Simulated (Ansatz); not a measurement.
# BaTiO3 (Barioperovskite): a many-body input that goes wrong, and its mend

A first try at the G0W0 gap of BaTiO3 (Barioperovskite), what the program said, and an input that works.

Program: Ansatz 0.2.0. Level of theory: G0W0 on LDA, plane waves, PAW. Results are calculated unless marked as measured.

## 1. The starting structure

The structure is orthorhombic, space group Amm2 (No. 38). The conventional cell has a = 3.986 Å, b = 5.674 Å, c = 5.690 Å, α = 90.00°, β = 90.00°, γ = 90.00°. Nearest to Ba lie 12 O at 2.77 to 2.92 Å. Ti has 6 O at 1.93 to 2.09 Å nearest. Nearest to O lie 2 Ti at 2.00 Å and 4 Ba at 2.77 to 2.92 Å. Nearest to O lie 2 Ti at 1.93 to 2.09 Å and 4 Ba at 2.81 to 2.84 Å. Farther neighbours and most contacts between anions are not listed.

The cell and positions come from the Crystallography Open Database and are kept as given unless a step says otherwise. Spin-orbit coupling is left out unless a step names it. The default PAW set here is soft_1. Its files were made with PBE; for other functionals the partial waves and projectors stay those of PBE.

## 2. First try

The input, input.yaml:

```yaml
crystal:
  lattice:
    - [3.9855, 0.0, 0.0]
    - [0.0, 2.8369, 2.84515]
    - [0.0, -2.8369, 2.84515]
  atoms:
    - { symbol: Ba, position: [0.0, 0.0, 0.0] }
    - { symbol: Ti, position: [0.5, 0.5124, 0.5124] }
    - { symbol: O, position: [0.0, 0.4874, 0.4874] }
    - { symbol: O, position: [0.5, 0.50524, 0.99184] }
    - { symbol: O, position: [0.5, 0.99184, 0.50524] }
kpoints:
  mp_grid: { grid: [4, 4, 4] }
hamiltonian:
  xc: lda
  pseudopotentials: { kind: paw, azcp: { folder: "./paw" } }
scf:
  occupations: { method: fixed }
gw:
  n_empty_bands: 67
  ecut_chi: 60
  qp_bands: [v2, c2]
  qp_kpoints: [[0.137, 0.291, 0]]
  screening: { model: contour_deformation }
```

Run with:

```
> ansatz run input.yaml --threads 3 --pin off --max-ram 92160MiB --backend cpu --events-out ev --progress --plain --runs-dir out
```

Numbers of over 12 decimals in the logs are rounded to 6 here.

Log:

```text
Error: invalid value for `gw.qp_kpoints`: the listed point [0.137, 0.291, 0.0] is no point of the k-mesh [4, 4, 4] (kpoints.mp_grid); the nearest is [0.25, 0.25, 0.0]
```

Elapsed: 0.13 s, on 3 threads of AMD EPYC 7R13 (Zen 3), shared host; peak memory 0.11 GiB.

Q: What is the fault?

The input was rejected at the start.

The program's message: “Error: invalid value for `gw.qp_kpoints`: the listed point [0.137, 0.291, 0.0] is no point of the k-mesh [4, 4, 4] (kpoints.mp_grid); the nearest is [0.25, 0.25, 0.0]”

The fault: point off the mesh. Quasiparticle levels are computed on points of the mesh alone.

## 3. A better input

Now the one-shot GW correction: screening in the RPA, then the self-energy of the levels asked for.

input.yaml: that of step 2 with these lines changed.

```diff
@@ -19,6 +19,6 @@
 gw:
-  n_empty_bands: 67
-  ecut_chi: 60
+  n_empty_bands: 83
+  ecut_chi: 69
   qp_bands: [v2, c2]
-  qp_kpoints: [[0.137, 0.291, 0]]
+  qp_kpoints: band_edges
   screening: { model: contour_deformation }
```

Run with:

```
> ansatz run input.yaml --threads 3 --pin off --max-ram 92160MiB --backend cuda --events-out ev --progress --plain --runs-dir out --devices 1 --max-vram 13GiB
```

Log:

```text
Warning: <dir> the record states the generating functional pbe (its physics header spells it `PBE`), which answers neither for hamiltonian.xc's functional nor for the lda family's — results may be inconsistent (PPs are generated against a specific XC)
[...]
GPUs: using 1 of 1 available (devices: 1).
[...]
device memory: the entry about to start is reckoned to put 0.7 GiB on a device that reports 66.2 GiB free (of which the cap on the GPU budget leaves the run 13.0 GiB)
GPU FFT provider: cuFFT
GPU libraries: cuBLAS 13.8.2, cuFFT 12.4.0, cuSOLVER 12.3.4
Crystal: 5 atoms, lattice volume = 64.337 Å³
Basis set: ecut = 420 eV, 1249 PW (Γ)
Bands: 25, of which v1, the nominal top of the filled ones, is band 20 counted from 1 (19 counted from 0)
Symmetry: 4 space group operations
[...]
k-points: 21 of 64 (time reversal used)
[...]
GPU buffer pool allocated for 19683 grid points (all kernels)
[...]
5    21     12.5533   -13.8863    -6.2852   -21.9500  0.7176    14.4392    14.3318  root ?
     5    22     12.8094   -14.3843    -6.2533   -22.4039  0.7113    14.6865    14.5756  root ?
[...]
6    21     13.3979   -14.7362    -6.8386   -23.3560  0.6917    15.3188    15.1790  root ?
     6    22     13.4583   -14.7295    -6.8677   -23.3771  0.6911    15.3789    15.2382  root ?
[...]
18    19      9.3280   -25.1416     4.9505   -20.2661  0.7160     9.4029     9.4031  root
    18    20      9.8168   -25.6972     4.9934   -20.8313  0.7190     9.9440     9.9443  root
    18    21     13.7080   -14.6894    -7.0813   -23.5430  0.6853    15.6302    15.4805  root ?
    18    22     13.7098   -14.7167    -7.0631   -23.5477  0.6855    15.6261    15.4778  root ?
    20    19      9.8326   -25.7586     5.0020   -20.8921  0.7190     9.9676     9.9680  root
    20    20      9.8428   -25.7535     4.9939   -20.8970  0.7191     9.9797     9.9801  root
    20    21     14.0196   -14.6747    -7.4119   -23.8503  0.6744    15.9415    15.7833  root ?
    20    22     14.0614   -14.7010    -7.4892   -23.9546  0.6717    15.9877    15.8259  root ?
[key lines of the parts left out:]
SCF converged after 9 iterations
Free energy (F): -9904.526772 eV
Fermi energy:    9.842753 eV
```

It took 21 s on 1 × NVIDIA H100 80GB HBM3 (shared by 6 runs) with 3 threads; peak memory 1.1 GiB; 9 s of CPU time.

Reading the cycles: dr2 is the Hartree energy of the density residual (eV), the measure of convergence; HF is the Harris–Foulkes estimate of the energy, which meets the free energy F at convergence.

This step gave:

```
bands summed                                 : 103
RPA ε∞ on this mesh (eigenvalues)            : 6.584, 6.649, 6.716
plane waves in the screening matrix          : 81
q-points in the mesh                         : 64
G0W0 gap on the mesh                         : 3.460 eV
k of the valence top                         : -0.5, -0.5, -0.5
k of the conduction bottom                   : 0, 0, 0
starting gap on the mesh                     : 1.822 eV
Z at the valence top                         : 0.7191
Z at the conduction bottom                   : 0.7378
least direct G0W0 gap on the computed points : 3.584 eV
```

The gap on the mesh goes from 1.82 eV to 3.46 eV, a correction of +1.64 eV. Between the two edge states, bare exchange in place of the xc potential would open the gap by 12.80 eV, and correlation takes back 11.16 eV.

## 4. Summary of results

```yaml
first_try: refused after 0.13 s
better_run: G0W0 gap on the mesh 3.46 eV (4×4×4 mesh, 83 empty bands, screening to 69 eV)
```

The second run differs in: empty bands, screening cutoff (eV) and points asked. Bands and cutoff are finite, so the gap is not at the basis limit. The miss can reach some tenths of an eV and take either sign; the mesh is an error of its own. The 4×4×4 mesh is coarse for this cell (its supercell is 16 Å along the shortest edge). The RPA ε∞ on it, from the LDA start, is 6.58, 6.65 and 6.72; such meshes misread the long-range screening, most where the gap is narrow. The many-body steps are scalar-relativistic: spin-orbit coupling is not in them.

[Paths, hosts, dates, memory and timing lines, banners, echoed tables and standing remarks are left out of the program output.]

[Logs are printed without paths, hosts, clocks, repeated set-up lines and the standing remarks that a program may print on its own settings, such as how far it seeks lower states.]

[Runs of the session that timed out or met a known fault of the program may be left out.]

[Cells called generated may have been cut or substituted from an entry of the Crystallography Open Database or the Materials Project.]

[Hosts, paths, dates, database ids (printed as entryN), source tags and the programs' standing remarks are cut or masked in the printed files.]
